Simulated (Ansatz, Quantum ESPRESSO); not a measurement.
# Work function of relaxed Os(0001) under two functionals, part 2 of 3

How much does the work function of Os(0001) depend on the functional?

Quantum ESPRESSO 7.5; plane-wave DFT, PBE, GBRV ultrasoft pseudopotentials; geometry and cross-check by Ansatz 0.2.0 with PAW datasets.

So far. Step 2 (Geometry from Ansatz of (0001)): The relaxation lowers the energy by 10 meV an atom. Held were the atoms numbered 3 and 4; the forces quoted are those on the free ones.

### 3. SCF with pw.x of (0001), PBE

Both faces of the slab are alike, so a plain periodic cell serves and symmetry is kept.

Level of this step: plane-wave DFT, PBE, GBRV ultrasoft pseudopotentials (Quantum ESPRESSO 7.5).

0001.pbe.in

```
&control
  prefix = '0001.pbe'
  outdir = './out'
  pseudo_dir = './pseudo'
  calculation = 'scf'
  tprnfor = .true.
/
&system
  ibrav = 0
  nat = 6
  ntyp = 1
  ecutwfc = 40
  ecutrho = 200
  occupations = 'smearing'
  smearing = 'mv'
  degauss = 0.02
/
&electrons
  conv_thr = 1e-07
  mixing_beta = 0.4
  electron_maxstep = 120
  mixing_mode = 'local-TF'
/
ATOMIC_SPECIES
  Os  190.2300  os_pbe_v1.2.uspp.F.UPF
CELL_PARAMETERS angstrom
  2.74000000001769 0.00000000000000 0.00000000000000
  1.37000000000884 2.37290960638468 0.00000000000000
  0.00000000000000 0.00000000000000 26.81615000000000
ATOMIC_POSITIONS crystal
  Os  0.666666666667 0.666666666667 0.300047949043
  Os  -0.000000000000 0.000000000000 0.378286811171
  Os  0.666666666667 0.666666666667 0.459665537400
  Os  0.000000000000 0.000000000000 0.540334462600
  Os  0.666666666667 0.666666666667 0.621713237447
  Os  -0.000000000000 0.000000000000 0.699951963778
K_POINTS automatic
  12 12 1 0 0 0
```

On the command line:

```console
$ OMP_NUM_THREADS=1 mpirun -n 2 pw.x -nk 2 -in 0001.pbe.in > 0001.pbe.out
```

What it wrote:

```text
Program PWSCF v.7.5 starts
[citation notice left out]

     Parallel version (MPI & OpenMP), running on       2 processor cores
     Number of MPI processes:                 2
     Threads/MPI process:                     1

     MPI processes distributed on     1 nodes
[...]
Current dimensions of program PWSCF are:
     Max number of different atomic species (ntypx) = 10
     Max number of k-points (npk) =  40000
     Max angular momentum in pseudopotentials (lmaxx) =  4
     Message from routine setup:
     using ibrav=0 with symmetry is DISCOURAGED, use correct ibrav instead

     K-points division:     npool     =       2
     Subspace diagonalization in iterative solution of the eigenvalue problem:
     a serial algorithm will be used

     G-vector sticks info
     --------------------
     sticks:   dense  smooth     PW     G-vecs:    dense   smooth      PW
     Sum         367     301     91                56263    40357    7467

     Using Slab Decomposition

     bravais-lattice index     =            0
     lattice parameter (alat)  =       5.1778  a.u.
     unit-cell volume          =    1176.5890 (a.u.)^3
     number of atoms/cell      =            6
     number of atomic types    =            1
     number of electrons       =        96.00
     number of Kohn-Sham states=           58
     kinetic-energy cutoff     =      40.0000  Ry
     charge density cutoff     =     200.0000  Ry
     scf convergence threshold =      1.0E-07
     mixing beta               =       0.4000
     number of iterations used =            8  local-TF  mixing
     Exchange-correlation= SLA  PW   PBE  PBE
                           (   1   4   3   4   0   0   0)

     celldm(1)=   5.177850  celldm(2)=   0.000000  celldm(3)=   0.000000
     celldm(4)=   0.000000  celldm(5)=   0.000000  celldm(6)=   0.000000

     crystal axes: (cart. coord. in units of alat)
               a(1) = (   1.000000   0.000000   0.000000 )
               a(2) = (   0.500000   0.866025   0.000000 )
               a(3) = (   0.000000   0.000000   9.786916 )

     reciprocal axes: (cart. coord. in units 2 pi/alat)
               b(1) = (  1.000000 -0.577350  0.000000 )
               b(2) = (  0.000000  1.154701  0.000000 )
               b(3) = (  0.000000  0.000000  0.102177 )

     PseudoPot. # 1 for Os read from file:
     ./pseudo/os_pbe_v1.2.uspp.F.UPF
     Pseudo is Ultrasoft + core correction, Zval = 16.0
     Generated by new atomic code, or converted to UPF format
     Using radial grid of  983 points,  8 beta functions with:
                l(1) =   0
                l(2) =   0
                l(3) =   1
                l(4) =   1
                l(5) =   2
                l(6) =   2
                l(7) =   3
                l(8) =   3
     Q(r) pseudized with  8 coefficients,  rinner =    1.150   1.150   1.150
                                                       1.150   1.150   1.150
                                                       1.150

     atomic species   valence    mass     pseudopotential
     Os               16.00   190.23000     Os( 1.00)

     12 Sym. Ops., with inversion, found ( 6 have fractional translation)

   Cartesian axes

     site n.     atom                  positions (alat units)
         1        Os     tau(   1) = (   1.0000000   0.5773503   2.9365441  )
         2        Os     tau(   2) = (   0.0000000   0.0000000   3.7022613  )
         3        Os     tau(   3) = (   1.0000000   0.5773503   4.4987080  )
         4        Os     tau(   4) = (   0.0000000   0.0000000   5.2882080  )
         5        Os     tau(   5) = (   1.0000000   0.5773503   6.0846553  )
         6        Os     tau(   6) = (   0.0000000   0.0000000   6.8503711  )

     number of k points=    19  Marzari-Vanderbilt smearing, width (Ry)=  0.0200
                       cart. coord. in units 2pi/alat
        k(    1) = (   0.0000000   0.0000000   0.0000000), wk =   0.0138889
        k(    2) = (   0.0000000   0.0962250   0.0000000), wk =   0.0833333
        k(    3) = (   0.0000000   0.1924501   0.0000000), wk =   0.0833333
        k(    4) = (   0.0000000   0.2886751   0.0000000), wk =   0.0833333
        k(    5) = (   0.0000000   0.3849002   0.0000000), wk =   0.0833333
        k(    6) = (   0.0000000   0.4811252   0.0000000), wk =   0.0833333
        k(    7) = (   0.0000000  -0.5773503   0.0000000), wk =   0.0416667
        k(    8) = (   0.0833333   0.1443376   0.0000000), wk =   0.0833333
        k(    9) = (   0.0833333   0.2405626   0.0000000), wk =   0.1666667
        k(   10) = (   0.0833333   0.3367877   0.0000000), wk =   0.1666667
[...]
k(   19) = (   0.3333333  -0.5773503   0.0000000), wk =   0.0277778

     Dense  grid:    56263 G-vectors     FFT dimensions: (  24,  24, 240)

     Smooth grid:    40357 G-vectors     FFT dimensions: (  24,  24, 216)

     Estimated max dynamical RAM per process >     344.75 MB

     Estimated total dynamical RAM >     675.75 MB

     Initial potential from superposition of free atoms

     starting charge      92.9998, renormalised to      96.0000

     negative rho (up, down):  7.622E-01 0.000E+00
     Starting wfcs are   78 randomized atomic wfcs

     total cpu time spent up to now is        3.1 secs

     per-process dynamical memory:   105.5 Mb

     Self-consistent Calculation

     iteration #  1     ecut=    40.00 Ry     beta= 0.40
     Davidson diagonalization with overlap
     ethr =  1.00E-02,  avg # of iterations =  2.0

     negative rho (up, down):  7.569E-01 0.000E+00

     total cpu time spent up to now is        9.8 secs

     total energy              =   -1191.50400947 Ry
     estimated scf accuracy    <       1.22758907 Ry

     iteration #  2     ecut=    40.00 Ry     beta= 0.40
[...]
negative rho (up, down):  7.517E-01 0.000E+00

[...]
total energy              =   -1191.10684315 Ry
     estimated scf accuracy    <       0.62183105 Ry

     iteration #  3     ecut=    40.00 Ry     beta= 0.40
[...]
negative rho (up, down):  7.570E-01 0.000E+00

[...]
total energy              =   -1191.28644480 Ry
     estimated scf accuracy    <       0.05691643 Ry

     iteration #  4     ecut=    40.00 Ry     beta= 0.40
[...]
negative rho (up, down):  7.600E-01 0.000E+00

[...]
total energy              =   -1191.29889114 Ry
     estimated scf accuracy    <       0.00560329 Ry

     iteration #  5     ecut=    40.00 Ry     beta= 0.40
[...]
negative rho (up, down):  7.626E-01 0.000E+00

[...]
total energy              =   -1191.30032372 Ry
     estimated scf accuracy    <       0.00196988 Ry

     iteration #  6     ecut=    40.00 Ry     beta= 0.40
[...]
negative rho (up, down):  7.618E-01 0.000E+00

[...]
total energy              =   -1191.30071658 Ry
     estimated scf accuracy    <       0.00069710 Ry

     iteration #  7     ecut=    40.00 Ry     beta= 0.40
[...]
negative rho (up, down):  7.590E-01 0.000E+00

[...]
total energy              =   -1191.29973574 Ry
     estimated scf accuracy    <       0.00169476 Ry

     iteration #  8     ecut=    40.00 Ry     beta= 0.40
[...]
negative rho (up, down):  7.544E-01 0.000E+00

[...]
total energy              =   -1191.29982864 Ry
     estimated scf accuracy    <       0.00019453 Ry

     iteration #  9     ecut=    40.00 Ry     beta= 0.40
[...]
negative rho (up, down):  7.535E-01 0.000E+00

[...]
total energy              =   -1191.29983250 Ry
     estimated scf accuracy    <       0.00006726 Ry

     iteration # 10     ecut=    40.00 Ry     beta= 0.40
[...]
negative rho (up, down):  7.521E-01 0.000E+00

[...]
total energy              =   -1191.29981871 Ry
     estimated scf accuracy    <       0.00001707 Ry

     iteration # 11     ecut=    40.00 Ry     beta= 0.40
[...]
negative rho (up, down):  7.520E-01 0.000E+00

[...]
total energy              =   -1191.29981976 Ry
     estimated scf accuracy    <       0.00000224 Ry

     iteration # 12     ecut=    40.00 Ry     beta= 0.40
[...]
negative rho (up, down):  7.521E-01 0.000E+00

[...]
total energy              =   -1191.29982020 Ry
     estimated scf accuracy    <       0.00000022 Ry

     iteration # 13     ecut=    40.00 Ry     beta= 0.40
[...]
negative rho (up, down):  7.522E-01 0.000E+00

[...]
total energy              =   -1191.29982018 Ry
     estimated scf accuracy    <       0.00000012 Ry

     iteration # 14     ecut=    40.00 Ry     beta= 0.40
[...]
negative rho (up, down):  7.521E-01 0.000E+00

[...]
End of self-consistent calculation

          k = 0.0000 0.0000 0.0000 (  4999 PWs)   bands (ev):

   -76.8590 -76.8581 -76.6775 -76.6217 -76.3695 -76.3691 -36.6514 -36.5304
   -36.1841 -35.8620 -35.8620 -35.8588 -35.8588 -35.8015 -35.6864 -35.6864
   -35.6068 -35.6020 -35.6020 -35.5361 -35.3215 -35.3215 -35.3212 -35.3212
    -0.6729   0.1063   1.2550   2.1491   2.3985   2.4503   6.6106   6.6329
     6.6329   6.7065   6.7494   6.7494   6.8292   6.8292   7.1837   7.2273
     7.2273   7.2962   7.6323   7.6323   7.7255   7.7255   8.1389   8.8586
     8.8586   9.6116   9.6116   9.8082  10.3156  10.5235  10.5235  11.3360
    11.3360  11.6874

          k = 0.0000 0.0962 0.0000 (  4985 PWs)   bands (ev):

   -76.8549 -76.8540 -76.6731 -76.6190 -76.3659 -76.3656 -36.6314 -36.5182
   -36.1912 -35.9378 -35.9009 -35.8757 -35.8719 -35.8036 -35.7037 -35.6996
   -35.6683 -35.6108 -35.5878 -35.5471 -35.3668 -35.3654 -35.3325 -35.3322
    -0.3972   0.3718   1.5153   2.4138   2.6628   2.7201   6.1363   6.3419
     6.4105   6.4869   6.7676   6.8324   6.9409   7.0109   7.0442   7.0513
     7.4041   7.4371   7.5321   7.6771   7.7968   7.9236   8.1640   8.6665
     8.7742   9.2122   9.4756   9.5364   9.7973  10.4560  10.6445  11.3191
    11.6429  11.7423

          k = 0.0000 0.1925 0.0000 (  5003 PWs)   bands (ev):

   -76.8436 -76.8429 -76.6610 -76.6117 -76.3563 -76.3560 -36.5754 -36.4877
   -36.2340 -36.0938 -36.0010 -35.9129 -35.9077 -35.8986 -35.7835 -35.7349
   -35.7077 -35.6354 -35.6009 -35.5875 -35.4812 -35.4733 -35.3627 -35.3623
     0.3680   1.0874   2.1827   3.0777   3.3317   3.4073   5.4313   5.7078
     5.8685   5.9837   6.1326   6.7066   6.7548   6.9462   7.3435   7.3727
     7.4535   7.6549   7.7008   7.8181   7.9178   8.1686   8.2616   8.4951
     8.6629   8.9590   9.2946   9.5277   9.9579  10.3485  10.9820  11.2713
    11.8474  12.0462

          k = 0.0000 0.2887 0.0000 (  5031 PWs)   bands (ev):

   -76.8281 -76.8277 -76.6440 -76.6022 -76.3431 -76.3427 -36.4976 -36.4596
   -36.3498 -36.2856 -36.1260 -36.0377 -35.9633 -35.9561 -35.8894 -35.7820
   -35.7279 -35.6800 -35.6732 -35.6701 -35.5731 -35.5643 -35.4036 -35.4033
     1.4047   1.9562   2.8195   3.5665   3.8068   3.9421   4.9809   5.0126
     5.5531   5.6429   5.7019   6.4111   6.5768   6.8207   7.3411   7.4856
     7.5801   7.6242   7.7289   7.9520   8.0353   8.5599   9.0412   9.2408
     9.3741   9.6241   9.7970  10.0709  10.3442  10.4857  11.2577  11.4861
    11.9393  12.2676

          k = 0.0000 0.3849 0.0000 (  5055 PWs)   bands (ev):

   -76.8126 -76.8124 -76.6261 -76.5936 -76.3298 -76.3295 -36.5137 -36.4746
   -36.4668 -36.4146 -36.2550 -36.1543 -36.0131 -36.0038 -35.9532 -35.8329
   -35.8280 -35.7823 -35.7140 -35.7056 -35.6118 -35.6084 -35.4443 -35.4439
     2.2535   2.4470   2.9352   3.3720   3.6325   3.7783   4.4983   4.7930
     5.1945   5.3133   5.6832   6.9878   7.0854   7.1768   7.2696   7.4531
     7.6675   7.7968   8.3322   8.4969   8.5130   9.3893  10.2175  10.3831
    10.4240  10.4609  10.8140  10.9443  11.0936  11.2266  11.4685  12.0621
    12.0861  12.4293

          k = 0.0000 0.4811 0.0000 (  5053 PWs)   bands (ev):

   -76.8013 -76.8011 -76.6117 -76.5885 -76.3201 -76.3198 -36.6302 -36.5994
   -36.5301 -36.4269 -36.2904 -36.2233 -36.0492 -36.0384 -35.9998 -35.8962
   -35.8611 -35.8189 -35.7599 -35.7318 -35.6331 -35.6319 -35.4738 -35.4735
     2.4628   2.4808   2.8366   3.0299   3.3379   3.5367   4.3406   4.5888
     4.8015   5.1114   5.7414   6.7339   7.0607   7.2893   7.7099   7.8798
     8.3319   8.3621   8.7422   9.7482   9.7895  10.1550  11.0429  11.4045
    11.5546  11.5791  11.6873  11.9853  12.0231  12.1831  12.3560  12.4050
    12.6017  12.9487

[...]
the Fermi energy is    10.0104 ev

!    total energy              =   -1191.29982022 Ry
     estimated scf accuracy    <       0.00000001 Ry
     smearing contrib. (-TS)   =       0.00058680 Ry
     internal energy E=F+TS    =   -1191.30040702 Ry

     The total energy is F=E-TS. E is the sum of the following terms:
     one-electron contribution =  -11617.85265184 Ry
     hartree contribution      =    5821.49513384 Ry
     xc contribution           =    -224.63727984 Ry
     ewald contribution        =    4829.69439082 Ry

     convergence has been achieved in  14 iterations

     negative rho (up, down):  7.521E-01 0.000E+00

     Forces acting on atoms (cartesian axes, Ry/au):

     atom    1 type  1   force =     0.00000000   -0.00000000    0.00149418
     atom    2 type  1   force =     0.00000000   -0.00000000    0.00008784
     atom    3 type  1   force =    -0.00000000    0.00000000   -0.02529130
     atom    4 type  1   force =    -0.00000000   -0.00000000    0.02529130
     atom    5 type  1   force =    -0.00000000    0.00000000   -0.00008784
     atom    6 type  1   force =     0.00000000    0.00000000   -0.00149418

     Total force =     0.035830     Total SCF correction =     0.000500

[...]
=------------------------------------------------------------------------------=
   JOB DONE.
=------------------------------------------------------------------------------=
```

It took 97 s on 2 MPI ranks of Arm Neoverse V2, shared host; peak memory 0.75 GiB.

Read from the output:

- free energy: -16208.4598 eV
- Fermi energy: 10.01 eV

### 4. Electrostatic potential of (0001)

plot_num = 11 writes the bare and Hartree potential. It leaves out exchange and correlation, which fade slowly, so it flattens close to the surface.

0001.pbe.pot.in

```
&inputpp
  prefix = '0001.pbe'
  outdir = './out'
  filplot = '0001.pbe.pot.dat'
  plot_num = 11
/
```

On the command line:

```console
$ OMP_NUM_THREADS=1 mpirun -n 2 pp.x -in 0001.pbe.pot.in > 0001.pbe.pot.out
```

What it wrote:

```text
[banner, memory and clock lines left out]
Program POST-PROC v.7.5 starts

          URL

     ./out/0001.pbe.save/

     IMPORTANT: XC functional enforced from input :
     Exchange-correlation= PBE
                           (   1   4   3   4   0   0   0)
     Any further DFT definition will be discarded
     Please, verify this is what you really want

     negative rho (up, down):  7.521E-01 0.000E+00

     Calling punch_plot, plot_num =  11
     Writing data to file  0001.pbe.pot.dat
     Message from routine chdens:
     namelist plot not found or invalid, exiting
```

Elapsed: 1.1 s, on 2 MPI ranks; peak memory 0.28 GiB; 2 s of CPU time.

Read from the output:

| Quantity | Value |
| --- | --- |
| work function of the upper face | 5.326 eV |
| slope of the potential above | 4.10e-4 eV/Å |
| upper vacuum line continued to the top atoms, over the Fermi level | 5.324 eV |
| work function of the lower face | 5.327 eV |
| slope of the potential below | -8.68e-5 eV/Å |
| lower vacuum line continued to the bottom atoms, over the Fermi level | 5.326 eV |

[end of part 2 of 3]

[Logs are printed without paths, hosts, clocks, repeated set-up lines and the standing remarks that a program may print on its own settings, such as how far it seeks lower states.]

[Hosts, paths, dates, database ids (printed as entryN), source tags and the programs' standing remarks are cut or masked in the printed files.]

[Maps of the electrostatic potential energy from Ansatz leave out the sawtooth potential of an applied field or a dipole correction, so their vacuum need not be flat; planar profiles and work functions include it.]
